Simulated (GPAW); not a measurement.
## BN (P6_3mc): refractive index against wavelength

The refractive index of BN (P6_3mc) along x below the direct gap (7.83 eV on the mesh) is read from one computed spectrum, n = √(Re ε). x, y and z are the Cartesian axes of the input cell.

It takes space group P6_3mc (No. 186, hexagonal). Conventional cell: a = 2.536 Å, b = 2.536 Å, c = 4.199 Å, α = 90.00°, β = 90.00°, γ = 120.00°. N on site b has 4 B at 1.56 to 1.57 Å as nearest neighbours. B on site b has 4 N at 1.56 to 1.57 Å as nearest neighbours.

Method: GPAW 26.7.0, LDA, RPA, k-mesh 18×18×12, local fields up to 50 eV, Lorentzian half width 0.1 eV.

Launch of the response step: `OMP_NUM_THREADS=1 python df.py`. The run took 68 s, its band step included, on 1 thread of Arm Neoverse V2 (shared host).

```
wavelength (nm)  photon energy E (eV)       n
            532                 2.331  2.1890
            450                 2.755  2.2020
            405                 3.061       ?
            365                 3.397  2.2267
            308                 4.025  2.2578
            266                 4.661  2.2976
            248                 4.999  2.3228
```

In the single-oscillator model n² − 1 = E₀E_d/(E₀² − E²), so 1/(n² − 1) = E₀/E_d − E²/(E₀E_d) is linear in E².

Working, on the rows shown:

| x = E² (eV²) | y = 1/(n² − 1) |
| --- | --- |
| 5.43137 | 0.263732 |
| 7.59115 | 0.259821 |
| 11.5384 | 0.252641 |
| 16.2043 | 0.244042 |
| 21.7255 | 0.233701 |
| 24.9936 | 0.227511 |

Means: x̄ = 14.581, ȳ = 0.24691. Σ(x − x̄)(y − ȳ) = -0.5626, Σ(x − x̄)² = 303.9. Slope = -0.5626 / 303.9 = -0.001851; intercept = ȳ − slope · x̄ = 0.2739. Turned back into n, the line misses the rows shown by at most 0.00052.

Problem. Fill in the last column of the withheld row.

Solution. At x = 9.3718 the line gives y = 0.25655, that is 2.2131. The run gave 2.2130, so the interpolation is off by 0.00011, 0.1 % of the range in the table.

Refitted with all rows, the slope is -0.001852 and the intercept 0.27391. These give E₀ = √(intercept/−slope) = 12.16 eV and E_d = E₀/intercept = 44.4 eV; E₀ is 1.6 times the direct gap. The electronic limit at long wavelengths, without lattice vibrations, is n = √(1 + 1/intercept) = 2.157. The cell comes from an older database entry, whose edges can be off by a per cent or so. Excitons are left out; LDA gaps are as a rule too small. The values come from a sum over the points of one k-mesh and carry its error, which grows as the direct gap shrinks.

[Logs are printed without paths, hosts, clocks, repeated set-up lines and the standing remarks that a program may print on its own settings, such as how far it seeks lower states.]
